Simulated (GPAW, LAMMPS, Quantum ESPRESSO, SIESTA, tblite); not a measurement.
**Forces in amorphous 37Ga2O3-63Al2O3 (mol %) (135 atoms), program by program**

Aim: forces, pressure and gap of amorphous 37Ga2O3-63Al2O3 (mol %) (135 atoms) at one geometry, from other programs and methods, against plane-wave PBE.

Results are calculated, not measured.

## Step 1: The cell

The cell holds 135 atoms (20 Ga, 34 Al and 81 O), with edges of 11.11, 11.11 and 11.11 Å. Recipe: 135 atoms (20 Fe, 34 Al, 81 O) placed at random at 3.55 g/cm³, melted at 5000 K for 10 ps at fixed volume with the Morse and Coulomb pair potential with partial charges (Pedone, Malavasi, Menziani, Cormack and Segre, J. Phys. Chem. B 110, 11780 (2006)). Quenched from 5000 K to 300 K at 50 K/ps and fixed volume, held 10 ps at zero pressure, then minimised at fixed cell. Then Fe was replaced by Ga and the cell scaled by 1.006 (the potential has no terms for the new elements, so the cell is a start for a DFT relaxation). The density is 4.37 g/cm³.

## Step 2: The reference input

Quantum ESPRESSO 7.5: Kohn-Sham DFT, PBE, SSSP efficiency 1.3.0 pseudopotentials, plane waves. Its input, pw.in:

```
&control
  calculation = 'scf'
  pseudo_dir = './pseudo'
  outdir = './tmp'
  disk_io = 'none'
  tprnfor = .true.
  tstress = .true.
/
&system
  ibrav = 0
  nat = 135
  ntyp = 3
  ecutwfc = 70
  ecutrho = 560
  nosym = .true.
  occupations = 'smearing'
  smearing = 'fd'
  degauss = 0.003675
/
&electrons
  conv_thr = 6.7e-07
  electron_maxstep = 100
  mixing_beta = 0.4
  mixing_mode = 'plain'
  diagonalization = 'david'
/
ATOMIC_SPECIES
Ga 69.723 Ga.upf
Al 26.982 Al.upf
O 15.999 O.upf
CELL_PARAMETERS angstrom
11.10507 0.00000 0.00000
0.00000 11.10507 0.00000
0.00000 0.00000 11.10507
ATOMIC_POSITIONS crystal
Ga 0.97498 0.55110 0.08886
Ga 0.22520 0.90361 0.93993
Ga 0.58445 0.89603 0.41209
Ga 0.30545 0.20283 0.26773
[... 129 atom lines left out ...]
O 0.23509 0.43912 0.52250
O 0.98668 0.94013 0.92006
K_POINTS gamma
```

```console
$ OMP_NUM_THREADS=1 mpirun -np 4 pw.x -in pw.in > output.txt
```

Wall time 15 min (4 MPI ranks of Arm Neoverse V2, shared host); peak memory 6.7 GiB; 62 min of CPU time.

It converged with an r.m.s. force component of 0.64 eV/Å and a pressure of 7.3 GPa.

Its highest filled and lowest empty levels lie 2.19 eV apart on its k-points.

## Step 3: The other programs

- GPAW 26.7.0: PAW with atomic orbitals (LCAO), plane waves or a real-space grid of spacing h.
- Quantum ESPRESSO 7.5: plane waves; labels (QE) give functional, pseudopotential set and cutoffs of waves/density.
- SIESTA 5.4.2: numerical atomic orbitals, whose automatically made sets are far from complete, with PseudoDojo norm-conserving potentials that we converted to its format (checked against plane waves on the same files for H, C, O, Si, Ge and Ca alone); labels give functional, basis size, energy shift and mesh cutoff.
- tblite 0.8.0: extended tight binding, driven from Python.

All use the same cell and atoms, and the electronic-structure runs the same k-mesh.

## Step 4: All runs compared

Differences are against the reference: forces as r.m.s. over components, share as that over the reference's r.m.s. force, slope as the fitted ratio of a run's forces to the reference's.

```csv
run,"Δ force, r.m.s. (meV/Å)",share (%),slope,Δ pressure (GPa),Δ gap (eV),cores,CPU time,memory (GiB)
reference,-,-,-,-,-,4,62 min,6.7
"GPAW PBE, LCAO dzp, h 0.15 Å",244,38.4,0.965,-,-0.127,4,19 min,6.0
"GPAW PBE, LCAO dzp, h 0.18 Å",247,38.8,0.964,-,-0.132,2,9.7 min,2.9
"GPAW PBE, LCAO szp(dzp), h 0.18 Å (coarse)",278,43.6,0.902,-,-0.237,1,6 min,2.3
"GPAW PBE, grid h 0.18 Å",141,22.2,0.941,-,-0.0162,4,26 min,4.9
"QE PBE+D3(BJ), sssp-1.3.0-efficiency, 70/560 Ry",3.97,0.623,0.999,-3.27,0,4,61 min,6.7
"QE PBE, sg15-1.2, 60/240 Ry (coarse)",67.9,10.7,0.925,-18.0,0.0219,4,32 min,3.2
"SIESTA LDA, DZP, shift 0.01 Ry, mesh 500 Ry",83.6,13.1,1.007,-9.58,-0.168,4,17 min,4.2
"SIESTA PBE, DZ, shift 0.01 Ry, mesh 500 Ry (coarse)",376,59.1,1.356,6.92,-0.185,2,5.3 min,2.2
"SIESTA PBE, DZP, shift 0.001 Ry, mesh 500 Ry",109,17.1,0.983,2.43,-0.136,4,75 min,7.7
"SIESTA PBE, DZP, shift 0.01 Ry, mesh 500 Ry",109,17.1,1.040,2.38,-0.103,4,17 min,4.2
"SIESTA PBE, SZ, shift 0.01 Ry, mesh 500 Ry (coarse)",459,72.1,1.395,12.5,-0.519,1,3.2 min,1.5
tblite GFN1-xTB,331,52.0,0.800,13.9,-,1,15 s,0.18
```

Rows marked coarse were listed beforehand as settings not expected to be converged; some can still land near the reference.

CPU time is summed over cores on shared hosts, so it is rough.

## Step 5: What came out

Forces lie from 0.62 % (QE PBE+D3(BJ), sssp-1.3.0-efficiency, 70/560 Ry) to 72 % (SIESTA PBE, SZ, shift 0.01 Ry, mesh 500 Ry, coarse) of the reference's r.m.s. force of 0.64 eV/Å away from it. Other PBE runs on plane waves or a grid: GPAW PBE, grid h 0.18 Å 22 % of the r.m.s. force; potentials, cutoffs or grids differ between them, and this table alone doesn't tell which side is nearer the exact PBE result. The PBE runs in local orbitals, coarse settings apart, differ by 17 % (SIESTA PBE, DZP, shift 0.001 Ry, mesh 500 Ry) to 39 % (GPAW PBE, LCAO dzp, h 0.18 Å); basis, grid and potentials can all enter. Tight binding differs by 52 % (tblite GFN1-xTB); it is another model, with fitted parameters of its own, and the xTB methods hold dispersion.

In the reference's own program, potentials and cutoffs, a change of model alone moves forces by 0.62 % (QE PBE+D3(BJ), sssp-1.3.0-efficiency, 70/560 Ry). Other rows with another functional or a dispersion term differ by 13 % (SIESTA LDA, DZP, shift 0.01 Ry, mesh 500 Ry), which mixes the change of model with differences of basis and potentials. Runs with settings chosen to be coarse differ by 11 % (QE PBE, sg15-1.2, 60/240 Ry) to 72 % (SIESTA PBE, SZ, shift 0.01 Ry, mesh 500 Ry), their programs' other errors included. From GPAW PBE, LCAO dzp, h 0.18 Å to the finer GPAW PBE, LCAO dzp, h 0.15 Å the share goes from 38.8 to 38.4 %, so the grid isn't what parts these runs from the reference. Pressures at PBE, coarse settings apart, lie +2.38 to +2.43 GPa from the reference's. Gaps at PBE, coarse settings apart, lie -0.14 to -0.02 eV from the reference's.

**Limits.** Periodic xTB results under one method name differ between programs and library versions. The potentials hold different valence shells: 848 electrons in the reference, 648 in GPAW and 1120 in Quantum ESPRESSO with SG15; this bears on time and differences. GPAW's setups keep the filled d shell of Ga in the core. The reference's pressure holds the uncorrected Pulay stress of its 70 Ry basis, so small pressure differences may be the reference's own error. GPAW's Ga setup keeps the 3d shell in the core. The quench rate of 50 K/ps is many orders above laboratory rates, so the cell is likely richer in defects and strain than a real sample. The network of bonds at the start is that of the classical potential that made the cell, and needn't be the one that DFT or experiment would give. The reference's stress is far from hydrostatic: its diagonal is 5.3, 8.1, 8.4 GPa, compression counted positive. The electronic-structure runs sample only Γ, in a cell whose shortest periodic width is 11 Å. The reference's pressure of 7.3 GPa reflects the volume that the recipe set, positions that aren't this level's minimum and the basis. Spin–orbit coupling is left out. Where levels are smeared, the DFT runs use Fermi–Dirac occupations at 580 K (0.05 eV), and energies are free energies. The reference's cutoffs and mesh weren't converged further here.

[Logs are printed without paths, hosts, clocks, repeated set-up lines and the standing remarks that a program may print on its own settings, such as how far it seeks lower states.]

[Hosts, paths, dates, database ids (printed as entryN), source tags and the programs' standing remarks are cut or masked in the printed files.]

[Cells were taken only where this reference lay near another plane-wave run.]
